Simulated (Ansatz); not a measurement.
# How fast states decay through BaInF3

Wanted: the relaxed cell of BaInF3, its band edges and its decay constants. It is built by putting F for I, Ba for Ca in the CaInI3 structure of space group Cmcm, with the volume rescaled by atomic radii. The parent structure comes from the Materials Project.

Program: Ansatz 0.2.0. Level of theory: r2SCAN DFT, plane waves, PAW files, in the first sound run; inputs show where later runs differ. Results are calculated unless marked as measured.

The structure was built from a prototype and need not be the compound's stable phase.

## 1. Starting point

It takes space group Cmcm (No. 63, orthorhombic). The conventional cell has a = 3.972 Å, b = 13.017 Å, c = 10.085 Å, α = 90.00°, β = 90.00°, γ = 90.00°. Ba has 6 F at 2.73 Å nearest. Nearest to In lie 2 F at 2.99 Å. F has 2 Ba at 2.73 Å nearest. F has 2 Ba at 2.73 Å nearest. It derives from CaInI3. F for I, Ba for Ca in the CaInI3 structure of space group Cmcm. Farther neighbours and most contacts between anions are not listed.

## 2. Relaxing the new crystal

The substituted atoms don't fit the parent's cell, so cell and atoms relax together. A small smearing keeps the run stable in case the gap closes on the way.

Input file input.yaml:

```yaml
crystal:
  lattice:
    - [1.9862040164, -6.5082602767, 0.0]
    - [1.9862040164, 6.5082602767, 0.0]
    - [0.0, 0.0, 10.084964143]
  atoms:
    - { symbol: Ba, position: [0.0, 0.0, 0.0] }
    - { symbol: Ba, position: [0.0, 0.0, 0.5] }
    - { symbol: In, position: [0.248316, 0.751684, 0.25] }
    - { symbol: In, position: [0.751684, 0.248316, 0.75] }
    - { symbol: F, position: [0.637222, 0.362778, 0.055355] }
    - { symbol: F, position: [0.362778, 0.637222, 0.944645] }
    - { symbol: F, position: [0.362778, 0.637222, 0.555355] }
    - { symbol: F, position: [0.637222, 0.362778, 0.444645] }
    - { symbol: F, position: [0.919997, 0.080003, 0.25] }
    - { symbol: F, position: [0.080003, 0.919997, 0.75] }
kpoints:
  mp_grid: { grid: [6, 6, 2] }
scf:
  occupations: { method: gaussian, width: 0.03 }
hamiltonian:
  xc: r2scan
output:
  forces: true
  stress: true
relax:
  f_tol: 0.02
  max_steps: 60
  cell: {}
```

Run with:

```console
> ansatz run input.yaml --threads 2 --pin off --max-ram 4096MiB --backend cpu --events-out ev --progress --plain --runs-dir out
```

Numbers of over 12 decimals in the logs are rounded to 6 here.

The program printed:

```text
Engine: ansatz 0.2.0, x86_64-unknown-linux-gnu
Pseudopotentials: kind: paw
Pseudopotential: Ba, paw, valence charge 10, recommended cutoff 500 eV (meta_gga), Ba.paw.azcp
Pseudopotential: In, paw, valence charge 13, recommended cutoff 500 eV (meta_gga), In.paw.azcp
Pseudopotential: F, paw, valence charge 7, recommended cutoff 500 eV (meta_gga), F.paw.azcp
Functional definition: r2SCAN
  parameter k0 = 0.174
  parameter k1 = 0.065
  parameter a1 = 4.9479
  exchange = r2scan_x(k0 = k0, k1 = k1, a1 = a1)
  correlation = r2scan_c
Crystal: 10 atoms, lattice volume = 260.731 Å³
Basis set: ecut = 500 eV, 6653 PW (Γ), exchange–correlation on 200×200×300 points (64 copies of the dense FFT grid, shifted against one another)
Bands: 54, of which v1, the nominal top of the filled ones, is band 44 counted from 1 (43 counted from 0)
Symmetry: 8 space group operations
Space group: Cmcm (ITA 63), of the structure as read, at distance tolerance 6.4e-5 Å
k-points: 26 of 72
Non-local potential: Ba, projectors of the file, l = 0: 3, l = 1: 2, l = 2: 2, l = 3: 2
Non-local potential: In, projectors of the file, l = 0: 2, l = 1: 2, l = 2: 2, l = 3: 2
Non-local potential: F, projectors of the file, l = 0: 2, l = 1: 2, l = 2: 1
PAW form: soft (Blöchl's): semilocal exchange-correlation on the pseudo side does not see the compensation charge
PAW frozen core: Ba, regenerated for the run's functional (the file was generated under x = pbe(κ = 0.804, μ = 0.219515), c = pbe(β = 0.066725))
PAW frozen core: In, regenerated for the run's functional (the file was generated under x = pbe(κ = 0.804, μ = 0.219515), c = pbe(β = 0.066725))
PAW frozen core: F, regenerated for the run's functional (the file was generated under x = pbe(κ = 0.804, μ = 0.219515), c = pbe(β = 0.066725))
PAW one-centre angular grid: Ba, 302 points (default); XC on 160 Gauss nodes
PAW one-centre angular grid: In, 590 points (default); XC on 289 of its mesh's 2783 points in the sphere
PAW one-centre angular grid: F, 302 points (default); XC on 160 Gauss nodes
Initial density: superposition of atomic densities (neutral atoms: chi_scale 0, normalization atom), corrected by the library's trained network
Initial wavefunctions: pseudopotential atomic-orbital guess
Functional: x = r2scan, c = r2scan; τ floored in thin density (d = 2e-4 eV/Å³)
SCF iter   1: F=—  HF=-28022.591092 eV  |F-HF|=—  |Δ(HF+E_count)|=         —  Δρ=9.64e-3  dr2=2.69e-1  dr2_τ=1.60e-1  ethr=1.77e-3  ⟨swp⟩=9.0  Hψ=7291  notcnv=0  defer=8
preconditioner: auto → Resta (q_TF=auto, 2.277 Å⁻¹)  ε∞=3.1  [insulator: Δε(μ)=3.873 eV  Ē_g=14.698 eV  σ=0.030 eV  W_gap=1.00  n_scr=58 (ndim 8)  ℏωp=21.1 eV  f_vac=0.144  D(μ)=0.00/eV (n_scr^D=0)  ε∞_Penn≈3.1]
SCF iter   2: F=—  HF=-28022.763952 eV  |F-HF|=—  |Δ(HF+E_count)|=   1.73e-1  Δρ=4.69e-3  dr2=2.56e-2  dr2_τ=6.34e-3  ethr=3.06e-4  ⟨swp⟩=2.5  Hψ=2911  notcnv=0  defer=108
SCF iter   3: F=—  HF=-28022.758993 eV  |F-HF|=—  |Δ(HF+E_count)|=   4.96e-3  Δρ=1.72e-3  dr2=8.61e-3  dr2_τ=5.55e-4  ethr=2.91e-5  ⟨swp⟩=2.0  Hψ=1916  notcnv=0  defer=56
automatic band count: iteration 3 solves 52 bands in place of 54: the levels show a gap, and the empty bands left out lie too high to hold charge; the band table lists the bands solved (type scf.n_extra_bands for more)
SCF iter   4: F=—  HF=-28022.755914 eV  |F-HF|=—  |Δ(HF+E_count)|=   3.08e-3  Δρ=3.56e-4  dr2=3.00e-4  dr2_τ=2.36e-5  ethr=9.79e-6  ⟨swp⟩=2.5  Hψ=2126  notcnv=0  defer=56
SCF iter   5: F=—  HF=-28022.756001 eV  |F-HF|=—  |Δ(HF+E_count)|=   8.70e-5  Δρ=8.32e-5  dr2=2.56e-5  dr2_τ=1.33e-6  ethr=3.40e-7  ⟨swp⟩=3.0  Hψ=2440  notcnv=0  defer=56
SCF iter   6: F=—  HF=-28022.755934 eV  |F-HF|=—  |Δ(HF+E_count)|=   6.67e-5  Δρ=2.22e-5  dr2=1.59e-6  dr2_τ=8.57e-8  ethr=2.91e-8  ⟨swp⟩=2.0  Hψ=2235  notcnv=0  defer=56
SCF iter   7: F=—  HF=-28022.755935 eV  |F-HF|=—  |Δ(HF+E_count)|=   7.54e-7  Δρ=1.02e-5  dr2=2.33e-7  dr2_τ=1.62e-8  ethr=1.80e-9  ⟨swp⟩=2.3  Hψ=2232  notcnv=0  defer=56
SCF iter   8: F=—  HF=-28022.755935 eV  |F-HF|=—  |Δ(HF+E_count)|=   6.07e-8  Δρ=8.94e-6  dr2=1.38e-7  dr2_τ=1.12e-8  ethr=1.14e-10  ⟨swp⟩=5.0  Hψ=4695  notcnv=0
SCF iter   9: F=-28022.755935 eV  HF=-28022.755935 eV  |F-HF|=1.43e-9  |Δ(HF+E_count)|=   2.37e-8  Δρ=7.27e-7  dr2=1.92e-9  dr2_τ=2.24e-10  ethr=1.14e-10  ⟨swp⟩=4.3  Hψ=4230  notcnv=0
SCF 1 converged in 9 iterations: F = -28022.755935 eV  dr2 = 1.92e-9
  greatest PAW one-centre occupation: 0.985 electrons in one spin orbital (limit 2), on the In atom at site 3 (counted from 0), in its partial waves of l = 2
relax step   1: F+E_penalty+E_count = -28022.75593523 eV  Δ(F+E_penalty+E_count) = +0.000e0 eV  max|allowed force component| = 6.232e-1 eV/Å  Δτ_max = 0.0000 Å  P = -5.340 GPa  Ω = 260.731 Å³  (9 SCF iters, dr2 threshold 1.00e-7 eV, accepted)
Crystal: 10 atoms, lattice volume = 229.436 Å³
Basis set: ecut = 500 eV, 5803 PW (Γ), exchange–correlation on 200×200×300 points (64 copies of the dense FFT grid, shifted against one another)
Initial density: handed on by an earlier stage of this run
Initial wavefunctions: those handed on with the density
iter 1 solved again at ethr=6.87e-4 eV; its pass at ethr=3.10e-3 eV (dr2=6.05e-1 eV) is discarded
SCF iter   1: F=—  HF=-28024.476740 eV  |F-HF|=—  |Δ(HF+E_count)|=         —  Δρ=1.79e-2  dr2=6.08e-1  dr2_τ=4.45e0  ethr=6.87e-4  ⟨swp⟩=1.0  Hψ=7664  notcnv=0
automatic band count: iteration 1 solves 51 bands in place of 54: the levels show a gap, and the empty bands left out lie too high to hold charge; the band table lists the bands solved (type scf.n_extra_bands for more)
preconditioner: auto → Resta (q_TF=auto, 2.326 Å⁻¹)  ε∞=3.5  [insulator: Δε(μ)=3.726 eV  Ē_g=14.216 eV  σ=0.030 eV  W_gap=1.00  n_scr=58 (ndim 8)  ℏωp=22.5 eV  f_vac=0.094  D(μ)=0.00/eV (n_scr^D=0)  ε∞_Penn≈3.5]
SCF iter   2: F=—  HF=-28023.604403 eV  |F-HF|=—  |Δ(HF+E_count)|=   8.72e-1  Δρ=7.71e-3  dr2=8.95e-2  dr2_τ=1.47e-2  ethr=6.87e-4  ⟨swp⟩=3.3  Hψ=2842  notcnv=0
SCF iter   3: F=—  HF=-28023.589258 eV  |F-HF|=—  |Δ(HF+E_count)|=   1.51e-2  Δρ=3.19e-3  dr2=2.69e-2  dr2_τ=1.21e-3  ethr=1.02e-4  ⟨swp⟩=2.8  Hψ=2556  notcnv=0  defer=54
SCF iter   4: F=—  HF=-28023.584683 eV  |F-HF|=—  |Δ(HF+E_count)|=   4.58e-3  Δρ=7.88e-4  dr2=1.97e-3  dr2_τ=9.66e-5  ethr=3.06e-5  ⟨swp⟩=2.4  Hψ=2239  notcnv=0  defer=54
SCF iter   5: F=—  HF=-28023.585076 eV  |F-HF|=—  |Δ(HF+E_count)|=   3.93e-4  Δρ=2.62e-4  dr2=1.43e-4  dr2_τ=2.18e-5  ethr=2.24e-6  ⟨swp⟩=2.0  Hψ=2415  notcnv=0  defer=54
[...]
relax step   6: F+E_penalty+E_count = -28024.41805396 eV  Δ(F+E_penalty+E_count) = -2.511e-1 eV  max|allowed force component| = 4.079e-1 eV/Å  Δτ_max = 0.1941 Å  P = -0.023 GPa  Ω = 212.998 Å³  energy of the carried Pulay correction = +1.523e-2 eV  (8 SCF iters, dr2 threshold 1.00e-6 eV, accepted)
relax step   7: F+E_penalty+E_count = -28024.69944982 eV  Δ(F+E_penalty+E_count) = -2.814e-1 eV  max|allowed force component| = 3.462e-1 eV/Å  Δτ_max = 0.1981 Å  P = +0.238 GPa  Ω = 213.314 Å³  energy of the carried Pulay correction = +1.511e-2 eV  (8 SCF iters, dr2 threshold 1.00e-6 eV, accepted)
relax step   8: F+E_penalty+E_count = -28024.89924139 eV  Δ(F+E_penalty+E_count) = -1.998e-1 eV  max|allowed force component| = 2.192e-1 eV/Å  Δτ_max = 0.1982 Å  P = +0.416 GPa  Ω = 215.827 Å³  energy of the carried Pulay correction = +1.417e-2 eV  (8 SCF iters, dr2 threshold 1.00e-6 eV, accepted)
relax step   9: F+E_penalty+E_count = -28024.99976410 eV  Δ(F+E_penalty+E_count) = -1.005e-1 eV  max|allowed force component| = 3.817e-1 eV/Å  Δτ_max = 0.2000 Å  P = -0.376 GPa  Ω = 224.218 Å³  energy of the carried Pulay correction = +1.117e-2 eV  (8 SCF iters, dr2 threshold 1.00e-6 eV, accepted)
relax step  10: F+E_penalty+E_count = -28024.84485565 eV  Δ(F+E_penalty+E_count) = +1.549e-1 eV  max|allowed force component| = 1.360e0 eV/Å  Δτ_max = 0.1950 Å  P = +1.697 GPa  Ω = 224.322 Å³  energy of the carried Pulay correction = +1.113e-2 eV  (8 SCF iters, dr2 threshold 1.00e-6 eV, rejected (line search))
relax step  11: F+E_penalty+E_count = -28025.03349166 eV  Δ(F+E_penalty+E_count) = -3.373e-2 eV  max|allowed force component| = 2.966e-2 eV/Å  Δτ_max = 0.0733 Å  P = +0.287 GPa  Ω = 224.036 Å³  energy of the carried Pulay correction = +1.123e-2 eV  (11 SCF iters, accepted)
relax step  12: F+E_penalty+E_count = -28025.03481255 eV  Δ(F+E_penalty+E_count) = -1.321e-3 eV  max|allowed force component| = 2.510e-2 eV/Å  Δτ_max = 0.0237 Å  P = -0.164 GPa  Ω = 227.165 Å³  energy of the carried Pulay correction = +1.016e-2 eV  (6 SCF iters, dr2 threshold 7.59e-7 eV, accepted)
relax step  13: F+E_penalty+E_count = -28025.03612715 eV  Δ(F+E_penalty+E_count) = -1.315e-3 eV  max|allowed force component| = 5.628e-3 eV/Å  Δτ_max = 0.0074 Å  P = +0.011 GPa  Ω = 225.961 Å³  energy of the carried Pulay correction = +1.057e-2 eV  (6 SCF iters, dr2 threshold 1.04e-7 eV, accepted)
relax step  14: F+E_penalty+E_count = -28025.02079810 eV  Δ(F+E_penalty+E_count) = +1.533e-2 eV  max|allowed force component| = 5.210e-3 eV/Å  Δτ_max = 0.0000 Å  P = +0.023 GPa  Ω = 225.961 Å³  stress off target by 5.04e-2 GPa  SCF on the basis re-selected at this cell (its energy is not comparable with the rows above)  (7 SCF iters)
relax step  15: F+E_penalty+E_count = -28025.02087662 eV  Δ(F+E_penalty+E_count) = -7.852e-5 eV  max|allowed force component| = 3.246e-3 eV/Å  Δτ_max = 0.0028 Å  P = +0.011 GPa  Ω = 225.990 Å³  energy of the carried Pulay correction = -1.435e-5 eV  (6 SCF iters, dr2 threshold 6.35e-9 eV, accepted)
iter 1 solved again at ethr=3.34e-7 eV; its pass at ethr=3.10e-3 eV (dr2=2.94e-4 eV) is discarded
SCF iter   1: F=—  HF=-28025.020854 eV  |F-HF|=—  |Δ(HF+E_count)|=         —  Δρ=1.99e-5  dr2=1.99e-8  dr2_τ=1.90e-8  ethr=3.34e-7  ⟨swp⟩=3.1  Hψ=10926  notcnv=0
eigensolver tolerance schedule: the retry pair's looser diagonalisation over-reported the residual by 14745.39 of it (diagonalisation noise at an unbounded share of the residual, at the tolerance the schedule requests for it); recorded, not acted on — ethr = c·dr2/N_el stays at c = 1.0e-1
preconditioner: auto → Resta (q_TF=auto, 2.331 Å⁻¹)  ε∞=3.1  [insulator: Δε(μ)=3.259 eV  Ē_g=15.538 eV  σ=0.030 eV  W_gap=1.00  n_scr=54 (ndim 8)  ℏωp=22.6 eV  f_vac=0.166  D(μ)=0.00/eV (n_scr^D=0)  ε∞_Penn≈3.1]
SCF iter   2: F=—  HF=-28025.020860 eV  |F-HF|=—  |Δ(HF+E_count)|=   5.20e-6  Δρ=1.00e-5  dr2=5.55e-9  dr2_τ=1.17e-7  ethr=2.26e-11  ⟨swp⟩=3.0  Hψ=3236  notcnv=0
SCF iter   3: F=—  HF=-28025.020858 eV  |F-HF|=—  |Δ(HF+E_count)|=   1.84e-6  Δρ=5.66e-7  dr2=4.73e-10  dr2_τ=1.01e-10  ethr=6.31e-12  ⟨swp⟩=2.0  Hψ=2516  notcnv=0
SCF iter   4: F=-28025.020858 eV  HF=-28025.020858 eV  |F-HF|=1.24e-10  |Δ(HF+E_count)|=  1.02e-10  Δρ=1.93e-7  dr2=9.72e-11  dr2_τ=1.39e-11  ethr=1.00e-12  ⟨swp⟩=5.0  Hψ=5072  notcnv=0
SCF 16 converged in 4 iterations: F = -28025.020858 eV  dr2 = 9.72e-11
relax step  16: F+E_penalty+E_count = -28025.02085784 eV  Δ(F+E_penalty+E_count) = +1.878e-5 eV  max|allowed force component| = 3.252e-3 eV/Å  Δτ_max = 0.0000 Å  P = +0.011 GPa  Ω = 225.990 Å³  stress off target by 3.45e-2 GPa  SCF on the basis re-selected at this cell (its energy is not comparable with the rows above)  (4 SCF iters)
basis re-selected at this cell: Δ(F+E_penalty+E_count) = +1.878e-5 eV, ΔP = +0.000 GPa vs the last step (what re-selecting the basis moved, of the pressure what is left beyond the Pulay correction that the steps carried, after the strain that the cell walked since its last selection, with what the two solves' SCF thresholds leave and, on support functions, any second-order correction that the steps lacked; it is no m [...]
SCF converged after 4 iterations
Free energy (F): -28025.020858 eV
Harris-Foulkes:  -28025.020858 eV  (|F-HF|=1.24e-10)
Internal energy: -28025.020858 eV  (E = F + TS)
E sigma→0 (E₀):  -28025.020858 eV
Fermi energy:    6.102087 eV
--- Per-component energies (eV) ---
  E_band       = -550.501593
  E_kinetic    = 2070.284660
  E_local      = -7905.448378  (includes V_loc(G=0)·N_el)
  E_nonlocal   = 1283.154711
  E_hartree    = 3116.878774
  E_xc         = -1195.555597
  E_vxc        = -1211.392279  (∫ρ·V_xc dr)
  E_paw        = -20083.910763  (= ΣΔE_a)
  E_vpaw       = -1102.308142  (= ΣTr[D̂ρ^β])
  E_aug_tail   = 0.006257  (compensation charges beyond the density's cutoff)
  E_vtau       = 81.443793  (kinetic-family band-sum trace: ∫τ·v_τ [+ j·A + Jᵃ·Aᵃ] dr)
  E_ewald      = -5312.314097
  E_core_change = 1.883574  (= ΣΔE_core)
  E_smearing   = -0.000000  (= −TS)
  E_closure    = 0.000000  (closes the sum)
  Σ components = -28025.020858   (vs F -28025.020858, Δ=0.00e0)
--- Forces (eV/Å), atoms counted from 1 ---
  atom   1  Ba    -0.00000000     0.00000000     0.00000000
  atom   2  Ba    -0.00000000     0.00000000     0.00000000
  atom   3  In     0.00000000     0.00002234    -0.00000000
  atom   4  In    -0.00000000    -0.00002234     0.00000000
  atom   5  F      0.00000000     0.00022571     0.00325198
  atom   6  F     -0.00000000    -0.00022571    -0.00325198
  atom   7  F      0.00000000    -0.00022571     0.00325198
  atom   8  F     -0.00000000     0.00022571    -0.00325198
  atom   9  F     -0.00000000    -0.00044027     0.00000000
  atom  10  F      0.00000000     0.00044027    -0.00000000
  max |Σ_I F_I| component: 1.79e-18 eV/Å
--- Stress (GPa, compression-positive) ---
        0.002967      -0.000000       0.000000
       -0.000000      -0.003483       0.000000
        0.000000       0.000000       0.034519
  P = ⅓ Tr σ = 0.0113 GPa (0.113 kbar)
--- Relaxed structure (14 steps of the walk, 13 accepted, 2 SCFs on fresh bases) ---
  F+E_penalty+E_count = -28025.02085784 eV   max|allowed force component| = 3.252e-3 eV/Å   (the final SCF, on the basis selected at the relaxed cell)
  cell:  # Å, volume = 225.9900 Å³
    - [2.159928, -5.630637, 0]
    - [2.159928, 5.630637, 0]
    - [0, 0, 9.290997]
  atoms:
    - { symbol: Ba, position: [0, 0, 5.525849261887149e-19] }
    - { symbol: Ba, position: [0, 0, 0.5] }
    - { symbol: In, position: [0.266730, 0.733270, 0.25] }
    - { symbol: In, position: [0.733270, 0.266730, 0.750000] }
    - { symbol: F, position: [0.619202, 0.380798, -0.057448] }
    - { symbol: F, position: [0.380798, 0.619202, 1.057448] }
    - { symbol: F, position: [0.380798, 0.619202, 0.442552] }
    - { symbol: F, position: [0.619202, 0.380798, 0.557448] }
    - { symbol: F, position: [0.876291, 0.123709, 0.25] }
    - { symbol: F, position: [0.123709, 0.876291, 0.750000] }
```

Wall time 2.3 min (2 threads of AMD EPYC 9R45, shared host); peak memory 1.6 GiB; 4.6 min of CPU time.

Relaxation path:

| step | energy less that of the first step (eV) | largest force component (eV/Å) | pressure (GPa) | volume (Å³) |
| --- | --- | --- | --- | --- |
| 1 | 0.0000 | 0.6232 | -5.34 | 260.73 |
| 2 | -0.8291 | 0.4546 | -0.57 | 229.44 |
| 3 | -1.0572 | 0.1886 | 0.50 | 216.75 |
| 4 | -1.2016 | 0.2189 | 0.06 | 213.54 |
| 5 | -1.4110 | 0.3161 | -0.06 | 213.83 |
| 6 | -1.6621 | 0.4079 | -0.02 | 213.00 |
| 7 | -1.9435 | 0.3462 | 0.24 | 213.31 |
| 8 | -2.1433 | 0.2192 | 0.42 | 215.83 |
| 9 | -2.2438 | 0.3817 | -0.38 | 224.22 |
| 10 | -2.0889 | 1.3601 | 1.70 | 224.32 |
| 11 | -2.2776 | 0.0297 | 0.29 | 224.04 |
| 12 | -2.2789 | 0.0251 | -0.16 | 227.17 |
| 13 | -2.2802 | 0.0056 | 0.01 | 225.96 |
| 14* | -2.2649 | 0.0052 | 0.02 | 225.96 |
| 15 | -2.2649 | 0.0032 | 0.01 | 225.99 |
| 16* | -2.2649 | 0.0033 | 0.01 | 225.99 |

Relaxation steps marked * repeat the geometry before them on a plane-wave basis chosen anew for their cell, so energy and pressure can jump there. Relaxation step 10 was tried and not accepted.

Forces are held to the 8 operations that the run works with; a distortion that breaks them can't arise in this run.

| cell as run | before | after | change |
| --- | --- | --- | --- |
| a (Å) | 6.805 | 6.031 | -11.4 % |
| b (Å) | 6.805 | 6.031 | -11.4 % |
| c (Å) | 10.085 | 9.291 | -7.9 % |
| γ (°) | 146.06 | 138.03 | -5.5 % |
| volume (Å³/atom) | 26.07 | 22.60 | -13.3 % |

The atoms that moved most (Å, as changes of fractional coordinates times the final cell):

| atom | dx | dy | dz | length |
| --- | --- | --- | --- | --- |
| F8 | 0.000 | 0.203 | 1.048 | 1.068 |
| F5 | 0.000 | 0.203 | -1.048 | 1.068 |
| F6 | 0.000 | -0.203 | 1.048 | 1.068 |
| F7 | 0.000 | -0.203 | -1.048 | 1.068 |
| F10 | 0.000 | -0.492 | 0.000 | 0.492 |
| F9 | 0.000 | 0.492 | 0.000 | 0.492 |
| In3 | 0.000 | -0.207 | 0.000 | 0.207 |
| In4 | 0.000 | 0.207 | 0.000 | 0.207 |

Numbers from this step:

| Property | Result |
| --- | --- |
| free energy | -28025.0209 eV |
| Fermi energy | 6.102 eV |
| pressure | 0.01133 GPa |

The largest force component on a free atom ends at 0.0033 eV/Å.

(Part 1 of 4 ends here.)

[Logs are printed without paths, hosts, clocks, repeated set-up lines and the standing remarks that a program may print on its own settings, such as how far it seeks lower states.]

[Hosts, paths, dates, database ids (printed as entryN), source tags and the programs' standing remarks are cut or masked in the printed files.]
